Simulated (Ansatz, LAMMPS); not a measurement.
**Forces and charges in liquid (Rb,Cs)F at 1080 K (72 atoms)**

Wanted: forces, charges and levels of liquid (Rb,Cs)F at 1080 K (72 atoms).

Calculated with Ansatz 0.2.0; Kohn-Sham DFT, PBEsol, PAW (set soft_2), plane waves.

## 1. The starting structure

The cell holds 72 atoms: 18 Rb, 18 Cs and 36 F. Its edges and angles: a = 13.624 Å, b = 13.624 Å, c = 13.624 Å, α = 90.0°, β = 90.0°, γ = 90.0°. 72 atoms (18 Rb, 18 Cs, 36 F) placed at random at 3.03 g/cm³, melted at 1800 K for 10 ps at fixed volume with the Lennard-Jones and Coulomb ion parameters for SPC/E (Joung and Cheatham, J. Phys. Chem. B 112, 9020 (2008)), full charges. Snapshot at the end of a hold of 20 ps at 1080 K and fixed volume.

Before any run, some limits are plain. The network of bonds at the start is that of the classical potential that made the cell, and needn't be the one that DFT or experiment would give. The ion parameters were fitted for water, not for melts, so the starting structure of this cell may lie well off the real melt's. Only the Γ point is sampled, in a cell whose shortest periodic width is 14 Å. No spin–orbit coupling is included, so levels derived from the heavy atoms are approximate.

## 2. How the cell was made

A classical potential makes the cell, at a small fraction of what the same run would cost in DFT.

This step: classical MD, Lennard-Jones and Coulomb ion parameters for SPC/E (Joung and Cheatham, J. Phys. Chem. B 112, 9020 (2008)), full charges (LAMMPS 22 Jul 2025 - Update 4).

The input, in.lmp:

```
# melt-quench of Rb18Cs18F36
units metal
atom_style charge
boundary p p p
region box block 0 13.6243 0 13.6243 0 13.6243
create_box 3 box
mass 1 85.4678   # Rb
mass 2 132.9055   # Cs
mass 3 18.9984   # F
create_atoms 1 random 18 825470 NULL overlap 2.2 maxtry 2000
create_atoms 2 random 18 825477 NULL overlap 2.2 maxtry 2000
create_atoms 3 random 36 825484 NULL overlap 2.2 maxtry 2000
pair_style lj/cut/coul/long 9.0
pair_modify mix arithmetic tail yes
pair_coeff 1 1 0.019302 3.0950   # Rb
pair_coeff 2 2 0.003897 3.6010   # Cs
pair_coeff 3 3 0.000321 4.0215   # F
set type 1 charge 1
set type 2 charge 1
set type 3 charge -1
kspace_style pppm 1.0e-4
neigh_modify delay 0 every 1 check yes
thermo_style custom step time temp pe press density
thermo_modify norm yes
timestep 0.002
thermo 100
min_style cg
minimize 1e-4 1e-4 200 2000
reset_timestep 0
velocity all create 1800 825471 mom yes dist gaussian
fix lim all nve/limit 0.05
fix lan all langevin 1800 1800 0.2 825472 zero yes
thermo 500
run 1000 post no
# [... 10 lines left out ...]
compute msd all msd com yes
thermo 2500
fix md all nvt temp 1080 1080 0.2
run 10000 post no
print "== T1080: mean square displacement over the hold $(c_msd[4]:%.2f) A^2"
unfix md
uncompute msd
write_dump all custom T1080.dump id type xs ys zs modify sort id
```

The run is started by

```
$ lmp -in in.lmp -log none -nocite
```

Numbers of over 12 decimals in the logs are rounded to 6 here.

The program printed:

```text
LAMMPS (22 Jul 2025 - Update 4)
Created orthogonal box = (0 0 0) to (13.6243 13.6243 13.6243)
Created 18 atoms
Created 18 atoms
Created 36 atoms
PPPM initialization ...
  G vector (1/distance) = 0.30603845
  grid = 9 9 9
  estimated relative force accuracy = 8.0578003e-05
   Step          Time           Temp          PotEng         Press         Density
         0   0              0             -0.59591161     143507.82      3.0300259
        95   0.19           0             -3.8906095     -11639.484      3.0300259
Loop time of 0.0212406 s on 1 MPI rank(s) for 95 steps with 72 atoms
Minimization stats:
  Stopping criterion = energy tolerance
[... 18 lines left out ...]
Loop time of 0.755093 s on 1 MPI rank(s) for 5000 steps with 72 atoms
   Step          Time           Temp          PotEng         Press         Density
[... 5 lines left out ...]
Loop time of 0.371322 s on 1 MPI rank(s) for 2500 steps with 72 atoms
   Step          Time           Temp          PotEng         Press         Density
[... 2 lines left out ...]
     12500   25             1198.2313     -3.734247      -584.62622      3.0300259
     15000   30             1153.3741     -3.7404264      1455.5964      3.0300259
     17500   35             1217.6744     -3.7526929     -2161.0617      3.0300259
     18500   37             1162.7456     -3.7371414     -2181.9265      3.0300259
Loop time of 1.45796 s on 1 MPI rank(s) for 10000 steps with 72 atoms
== T1080: mean square displacement over the hold 35.36 A^2
```

It took 2.9 s on 1 thread of Arm Neoverse V2, shared host; peak memory 0.077 GiB.

## 3. Plane-wave single point

The electrons are solved once, with the atoms held.

The input, input.yaml:

```yaml
crystal:
  lattice:
    - [13.6243, 0.0, 0.0]
    - [0.0, 13.6243, 0.0]
    - [0.0, 0.0, 13.6243]
  atoms:
    - { symbol: Rb, position: [0.08128, 0.15236, 0.03548] }
    - { symbol: Rb, position: [0.6851, 0.00153, 0.66176] }
    - { symbol: Rb, position: [0.13382, 0.3383, 0.80144] }
    - { symbol: Rb, position: [0.63431, 0.13559, 0.42001] }
    - { symbol: Rb, position: [0.70778, 0.30001, 0.18536] }
    - { symbol: Rb, position: [0.49059, 0.00473, 0.96416] }
    - { symbol: Rb, position: [0.15094, 0.78752, 0.54425] }
    - { symbol: Rb, position: [0.03169, 0.94334, 0.71633] }
    - { symbol: Rb, position: [0.55553, 0.79718, 0.24154] }
    - { symbol: Rb, position: [0.96323, 0.97411, 0.40383] }
    - { symbol: Rb, position: [0.73986, 0.80721, 0.47393] }
    - { symbol: Rb, position: [0.3471, 0.90089, 0.0964] }
    - { symbol: Rb, position: [0.16267, 0.6875, 0.22722] }
    - { symbol: Rb, position: [0.79674, 0.53138, 0.14385] }
    - { symbol: Rb, position: [0.67472, 0.00773, 0.1144] }
    - { symbol: Rb, position: [0.52767, 0.3524, 0.93745] }
    - { symbol: Rb, position: [0.05254, 0.37308, 0.23719] }
    - { symbol: Rb, position: [0.4821, 0.27747, 0.56857] }
    - { symbol: Cs, position: [0.89488, 0.97959, 0.99336] }
    - { symbol: Cs, position: [0.34402, 0.15336, 0.79945] }
    - { symbol: Cs, position: [0.97238, 0.60971, 0.40653] }
    - { symbol: Cs, position: [0.41975, 0.22659, 0.20816] }
    - { symbol: Cs, position: [0.37257, 0.95455, 0.56831] }
    - { symbol: Cs, position: [0.16573, 0.53291, 0.06347] }
    - { symbol: Cs, position: [0.63668, 0.46703, 0.38746] }
    - { symbol: Cs, position: [0.40439, 0.71624, 0.85397] }
    - { symbol: Cs, position: [0.72997, 0.18296, 0.89659] }
    - { symbol: Cs, position: [0.5473, 0.60187, 0.64226] }
    - { symbol: Cs, position: [0.38303, 0.42028, 0.34] }
    - { symbol: Cs, position: [0.91002, 0.82844, 0.20805] }
    - { symbol: Cs, position: [0.89987, 0.61146, 0.66711] }
    - { symbol: Cs, position: [0.38763, 0.69034, 0.41921] }
    - { symbol: Cs, position: [0.63668, 0.78213, 0.89961] }
    - { symbol: Cs, position: [0.44964, 0.60968, 0.09216] }
    - { symbol: Cs, position: [0.27343, 0.02972, 0.33512] }
    - { symbol: Cs, position: [0.25146, 0.48942, 0.57996] }
    - { symbol: F, position: [0.46864, 0.09199, 0.51216] }
    - { symbol: F, position: [0.85, 0.12513, 0.1357] }
    - { symbol: F, position: [0.06576, 0.80237, 0.35106] }
    - { symbol: F, position: [0.49618, 0.57134, 0.2806] }
    - { symbol: F, position: [0.8319, 0.39485, 0.3042] }
    - { symbol: F, position: [0.33148, 0.42962, 0.14182] }
    - { symbol: F, position: [0.57009, 0.19286, 0.05202] }
    - { symbol: F, position: [0.72199, 0.70342, 0.72971] }
    - { symbol: F, position: [0.33697, 0.70513, 0.64954] }
    - { symbol: F, position: [0.47915, 0.01514, 0.19811] }
    - { symbol: F, position: [0.2252, 0.56942, 0.38249] }
    - { symbol: F, position: [0.53123, 0.81379, 0.05307] }
    - { symbol: F, position: [0.99775, 0.57324, 0.20868] }
    - { symbol: F, position: [0.29015, 0.71286, 0.03279] }
    - { symbol: F, position: [0.30278, 0.30319, 0.66574] }
    - { symbol: F, position: [0.76347, 0.74164, 0.08752] }
    - { symbol: F, position: [0.47613, 0.90017, 0.79558] }
    - { symbol: F, position: [0.05024, 0.8789, 0.08779] }
    - { symbol: F, position: [0.51049, 0.53945, 0.91668] }
    - { symbol: F, position: [0.17186, 0.99981, 0.53452] }
    - { symbol: F, position: [0.74944, 0.9018, 0.29003] }
    - { symbol: F, position: [0.95339, 0.79534, 0.58968] }
    - { symbol: F, position: [0.7265, 0.95814, 0.87612] }
    - { symbol: F, position: [0.09378, 0.56764, 0.66037] }
    - { symbol: F, position: [0.56042, 0.20354, 0.77089] }
    - { symbol: F, position: [0.33743, 0.84112, 0.30233] }
    - { symbol: F, position: [0.54634, 0.80968, 0.49159] }
    - { symbol: F, position: [0.77154, 0.61815, 0.44291] }
    - { symbol: F, position: [0.11971, 0.34596, 0.99308] }
    - { symbol: F, position: [0.74971, 0.37266, 0.00287] }
    - { symbol: F, position: [0.29146, 0.05213, 0.94784] }
    - { symbol: F, position: [0.79234, 0.01711, 0.51806] }
    - { symbol: F, position: [0.97991, 0.12378, 0.84181] }
    - { symbol: F, position: [0.47193, 0.46623, 0.51632] }
    - { symbol: F, position: [0.21008, 0.21408, 0.26402] }
    - { symbol: F, position: [0.55115, 0.29854, 0.32652] }
kpoints:
  mp_grid: { grid: [1, 1, 1] }
hamiltonian:
  xc: pbesol
scf:
  occupations: { method: gaussian, width: 0.05 }
output:
  forces: true
  stress: true
  populations: intrinsic
  dos:
    method: { smearing: { sigma: 0.15 } }
    de: 0.1
    projected: { site_lists: { Cs: [Cs], F: [F], Rb: [Rb] } }
  eigenvalues: true
  write_density: true
  write_potential: true
  volumetric_format: npy
```

The run is started by

```
$ ansatz run input.yaml --threads 8 --pin off --max-ram 15872MiB --backend cpu --events-out ev --progress --plain --runs-dir out
```

The program printed:

```text
Engine: ansatz 0.2.0, aarch64-unknown-linux-gnu
Pseudopotentials: kind: paw
Pseudopotential: Rb, paw, valence charge 9, recommended cutoff 420 eV (normal), Rb.paw.azcp
Pseudopotential: Cs, paw, valence charge 9, recommended cutoff 420 eV (normal), Cs.paw.azcp
Pseudopotential: F, paw, valence charge 7, recommended cutoff 420 eV (normal), F.paw.azcp
Functional definition: PBEsol
  exchange = pbesol_x
  correlation = pbesol_c
Crystal: 72 atoms, lattice volume = 2528.964 Å³
Basis set: ecut = 420 eV, 49509 PW (Γ), exchange–correlation on 192×192×192 points (8 copies of the dense FFT grid, shifted against one another)
Bands: 360, of which v1, the nominal top of the filled ones, is band 288 counted from 1 (287 counted from 0)
Symmetry: 1 space group operations
Space group: P1 (ITA 1), of the structure as read, at distance tolerance 1.4e-4 Å
k-points: 1
Non-local potential: Rb, projectors of the file, l = 0: 3, l = 1: 2, l = 2: 2
Non-local potential: Cs, projectors of the file, l = 0: 3, l = 1: 2, l = 2: 2, l = 3: 2
Non-local potential: F, projectors of the file, l = 0: 2, l = 1: 2, l = 2: 1
PAW form: soft (Blöchl's): semilocal exchange-correlation on the pseudo side does not see the compensation charge
PAW frozen core: Rb, regenerated for the run's functional, and the local potential with it (the file was generated under x = pbe(κ = 0.804, μ = 0.219515), c = pbe(β = 0.066725))
PAW frozen core: Cs, regenerated for the run's functional, and the local potential with it (the file was generated under x = pbe(κ = 0.804, μ = 0.219515), c = pbe(β = 0.066725))
[...]
E_vxc        = -8419.589529  (∫ρ·V_xc dr)
  E_paw        = -142906.246228  (= ΣΔE_a)
  E_vpaw       = -3427.834902  (= ΣTr[D̂ρ^β])
  E_aug_tail   = 0.072664  (compensation charges beyond the density's cutoff)
  E_ewald      = -22502.047111
  E_core_change = 6.348889  (= ΣΔE_core)
  E_smearing   = -0.000000  (= −TS)
  E_closure    = -0.000000  (closes the sum)
  Σ components = -187338.423790   (vs F -187338.423790, Δ=0.00e0)
--- Forces (eV/Å), atoms counted from 1 ---
  atom   1  Rb     0.20236716     0.14198013    -0.14331535
  atom   2  Rb    -0.49152891    -0.35647359     0.82652780
  atom   3  Rb    -0.16762852    -0.00280040    -0.02258433
  atom   4  Rb     0.16360711    -0.57891156    -0.25178725
  atom   5  Rb     0.32910965    -0.51231217    -0.49279917
  atom   6  Rb     0.22768492     0.26773462    -0.66435441
  atom   7  Rb    -0.05676314    -0.25021445    -0.16897453
  atom   8  Rb    -0.24137512     0.34608273    -0.13146846
[...]
atom  13  Rb     0.19289482     1.18651475     0.75803908
  atom  14  Rb     0.29747356     0.42831798    -0.28878021
[...]
atom  71  F     -0.14513401     0.02095029    -0.08429798
  atom  72  F      0.55769554    -0.46484609     0.41426538
  max |Σ_I F_I| component: 2.63e-5 eV/Å
--- Stress (GPa, compression-positive) ---
       -1.084721       0.433930      -0.300224
        0.433930      -0.902250       0.248715
       -0.300224       0.248715      -0.496153
  P = ⅓ Tr σ = -0.8277 GPa (-8.277 kbar)
--- Band table (eV) ---
  k-point 0: bands = ["-25.1684", "-25.0589", "-24.8786", "-24.8098", [... 344 levels ...], "7.9975", "8.0388", "8.0801", "8.1095", "8.1225", "8.1533", "8.1623", "8.1812", "8.2070", "8.2432", "8.2504", "8.3081"]
--- intrinsic populations: 72 sites ---
  site symbol       q [e]
     0     Rb      8.1279
     1     Rb      8.1140
     2     Rb      8.1019
[...]
71      F      7.9010
  spilling = 0.000000 (of n_electrons = 576.000000)
[key lines of the parts left out:]
SCF converged after 9 iterations
Free energy (F): -187338.423790 eV
Fermi energy:    2.788772 eV
```

It took 15 s on 8 threads of Arm Neoverse V2, shared host; peak memory 2.9 GiB.

Reading the cycles: dr2 is the Hartree energy of the density residual (eV), the measure of convergence; HF is the Harris–Foulkes estimate of the energy, which meets the free energy F at convergence.

The program notes that the exchange-correlation potential is rough where the density is thin.

The run gave:

- free energy: -187338.4238 eV
- free energy per atom: -2601.9226 eV/atom
- SCF cycles: 9
- pressure: -0.8277 GPa
- r.m.s. force component: 0.3876 eV/Å
- longest force: 1.645 eV/Å
- Fermi energy: 2.789 eV
- gap (highest filled to lowest empty level): 3.219 eV

Length of the force by element:

```tsv
element	coordination	atoms	mean length of the force (eV/Å)	spread	least	most
Cs	all	18	0.790	0.463	0.147	1.64
F	all	36	0.427	0.266	0.119	1.46
Rb	all	18	0.595	0.322	0.129	1.42
```

Intrinsic-atomic-orbital charges by element:

```tsv
element	coordination	atoms	mean charge (e)	spread	least	most
Cs	all	18	0.922	0.0132	0.899	0.952
F	all	36	-0.895	0.0087	-0.913	-0.880
Rb	all	18	0.869	0.019	0.837	0.904
```

Density of states as counts of states in windows of 1 eV (from the Fermi level), total and the larger projections:

```tsv
from (eV)	to (eV)	total	F p	Cs p	Rb s	Rb p
-18	-13	0.0	0.0	0.0	0.0	0.0
-13	-12	9.0	0.0	0.0	0.0	8.9
-12	-11	57.4	0.4	0.5	0.1	56.1
-11	-10	37.2	0.4	0.3	0.1	36.3
-10	-9	7.4	0.2	2.8	0.0	4.3
-9	-8	63.7	2.3	59.9	0.3	0.7
-8	-7	37.4	1.6	35.2	0.1	0.2
-7	-6	3.9	0.2	3.7	0.0	0.0
-6	-5	0.0	0.0	0.0	0.0	0.0
-5	-4	4.8	4.5	0.1	0.0	0.0
-4	-3	86.4	81.5	1.6	0.7	0.4
-3	-2	111.4	106.0	2.1	0.5	0.4
-2	-1	13.5	12.8	0.4	0.0	0.0
-1	1	0.0	0.0	0.0	0.0	0.0
1	2	2.0	0.0	0.0	1.0	0.0
2	3	10.9	0.3	0.1	5.2	0.1
3	4	30.2	0.8	0.3	8.8	0.1
4	5	64.8	0.9	0.2	6.4	0.1
```

Between -26 and -18 eV lie 110 more states.

About 34 of the 576 electrons lie in deeper levels, below the stored range.

The levels nearest the highest filled one (over half full), pooled over k-points and spins:

```tsv
level less the highest filled one (eV)	occupation
-0.242	2
-0.225	2
-0.225	2
-0.113	2
-0.0561	2
0	2
3.22	0
3.96	0
4.16	0
4.22	0
4.33	0
4.47	0
```

Electrostatic potential energy in the ac plane at fractional y = 0.795, with atoms of Rb and Cs and F within 0.2 Å of it. With pseudopotentials it is smooth inside the atoms' cores, unlike the true potential.

Ten even steps from '0' (-39 eV) to '9' (9 eV), each cell a mean:
```
99999999999999999999987656789999999999
99999999999999888899874343478999999999
99999999999988777888863444368999999999
99999999999988766789875444589999999999
99999999999998878899998878899999999999
99999999999999999999999999999999999999
99999999999999999999999999999999999999
99998899999999999999999999999999999999
99988888899999999999999999999999999767
79874224789999999999999999999999997101
99850000488999999999999999877789999534
99861001688999999996216998410158999999
99987557889998889996116997100037899999
99999999999998888999989998511268899999
96348999999999889999999999887889999999
92005999999999999999888999999999999999
98569999999966999987445789999999888889
99999999999999999872000378999998754457
89999988999999999872000379999998533336
89999999999999999886435789999998533346
99999999999999999999889999999999865678
99999999999998899997579999999899998899
99999999999999999982028999999999999999
99999999999999999996469999999999999999
```
Columns run along a (13.6 Å; values clipped at the 3rd and 97th percentile), rows up along c (13.6 Å). Atoms in or near the plane, at fractional coordinates: Rb at (0.15, 0.54), Rb at (0.56, 0.24), Rb at (0.74, 0.47), Cs at (0.64, 0.90), F at (0.07, 0.35), F at (0.95, 0.59).

Valence density in the ac plane at fractional y = 0.795, with atoms of Rb and Cs and F within 0.2 Å of it. It is the smooth field of the valence electrons, not physical close to the nuclei.

Ten steps, logarithmic in the rise over the least value, from '0' (0 e/Å³) to '9' (11 e/Å³), each cell a mean:
```
00000000000000000011223444310000000000
00000000000001111100135545431000000000
00000000000012333211235434531000000000
00000000000012333211124454421000000000
00000000000001222210011222110000000000
00000000000000011100000000010000000000
00000000000000000000000000011000000000
00000000000001000000000000000000000111
31001221000011000000000000000000013565
52134554310000000000000000000000025898
32246666420000000012332101233310014687
11145665420000000136886312466542001222
00123443200000111136886323566653100000
11221110000001111112442112456542000000
35774200000011111000000000123210000001
47996200001233210000111000000000000001
25663100001355421013454310000000112211
11111000001244310135666531000001344442
20000010000011100135666531000012454554
10000000000000000023454310000012455553
11000000000000000012221100012221234432
11110000000111100135652100124432111110
01100000001111000258984100123331000000
00000000001110000135653211111110000000
```
Columns run along a (13.6 Å), rows up along c (13.6 Å). Atoms in or near the plane, at fractional coordinates: Rb at (0.15, 0.54), Rb at (0.56, 0.24), Rb at (0.74, 0.47), Cs at (0.64, 0.90), F at (0.07, 0.35), F at (0.95, 0.59).

Mean intrinsic-atomic-orbital charges: Cs +0.92, F -0.90, Rb +0.87 e. The largest share in the top eV of filled states is F p (97 % of the projected weight), and in the lowest eV of empty states Rb s (61 % of the projected weight).

## 4. Structure statistics

Bonds and neighbours are counted at the geometry of the runs.

Density 3.03 g/cm³, 35.12 Å³ an atom.

g(r), total and by pair (bins of 0.2 Å):

```tsv
r (Å)	total	F-F	F-Cs	F-Rb	Cs-Cs	Cs-Rb	Rb-Rb
2.40	0.13	0.00	0.26	0.25	0.00	0.00	0.00
2.60	1.07	0.00	2.02	2.24	0.00	0.00	0.00
2.80	2.71	0.00	6.71	4.14	0.00	0.00	0.00
3.00	1.98	0.00	3.77	3.81	0.00	0.33	0.68
3.20	0.73	0.00	0.92	1.70	0.59	0.00	0.59
3.40	0.90	0.54	0.66	1.73	0.56	0.53	1.04
3.60	1.14	1.34	0.97	0.83	2.38	1.44	0.49
3.80	1.31	1.93	0.75	0.75	2.14	1.73	1.75
4.00	1.13	1.93	0.29	0.67	1.18	1.74	1.92
4.20	1.17	2.21	0.17	0.26	1.45	2.44	1.76
4.40	0.88	1.61	0.16	0.32	1.30	2.08	0.32
4.60	0.74	1.11	0.66	0.29	0.87	0.88	0.91
4.80	0.81	1.00	0.27	0.74	0.54	1.08	2.15
5.00	0.78	0.93	0.62	0.50	1.48	0.99	0.73
5.20	0.99	1.27	0.74	0.63	0.91	1.72	0.92
5.40	1.04	1.23	1.11	1.02	1.05	0.75	0.65
5.60	1.17	1.33	0.89	1.04	1.18	1.39	1.57
5.80	0.98	0.79	1.39	0.97	0.74	0.83	0.74
6.00	1.25	0.86	1.82	1.51	0.69	0.77	1.03
6.20	1.25	0.72	1.81	1.69	0.81	1.04	0.16
6.40	0.88	0.38	1.44	1.17	0.00	0.83	0.45
6.60	0.90	0.78	0.93	1.11	1.00	0.86	0.43
```

A closer look about Cs22, which bears the longest force: 8 atoms, nearest first, numbered in the order of the input, with positions taken from that point.

```tsv
atom	x	y	z	distance (Å)	intrinsic-atomic-orbital charge (e)	Fx	Fy	Fz (eV/Å)
Cs22	0.00	0.00	0.00	0.00	0.91	-0.42	-0.98	-1.25
F72	1.79	0.98	1.61	2.60	-0.90	0.56	-0.46	0.41
F71	-2.86	-0.17	0.76	2.96	-0.90	-0.15	0.02	-0.08
F43	2.05	-0.46	-2.13	2.99	-0.88	0.16	-0.18	-0.08
F46	0.81	-2.88	-0.14	3.00	-0.88	0.09	0.03	-0.24
F42	-1.20	2.77	-0.90	3.15	-0.90	-0.01	0.16	-0.09
Cs29	-0.50	2.64	1.80	3.23	0.90	-0.97	0.69	0.05
Cs35	-1.99	-2.68	1.73	3.76	0.93	-0.14	0.06	0.06
```

## 5. Summary of results

```
free energy per atom                             : -2601.9226 eV/atom
pressure                                         : -0.8277 GPa
r.m.s. force component                           : 0.3876 eV/Å
gap (highest filled to lowest empty level) : 3.219 eV
wall time of the 1 DFT run                       : 15 s
```

Between filled and empty levels lie 3.22 eV (at Γ alone); a semilocal functional tends to put such gaps too low. In a disordered cell it changes from sample to sample and from frame to frame.

Caveats: The force components of 0.39 eV/Å r.m.s. reflect the temperature of the frame as well as the gap between the generating potential and DFT. The pressure of a single frame lacks the kinetic term.

[Logs are printed without paths, hosts, clocks, repeated set-up lines and the standing remarks that a program may print on its own settings, such as how far it seeks lower states.]

[Hosts, paths, dates, database ids (printed as entryN), source tags and the programs' standing remarks are cut or masked in the printed files.]
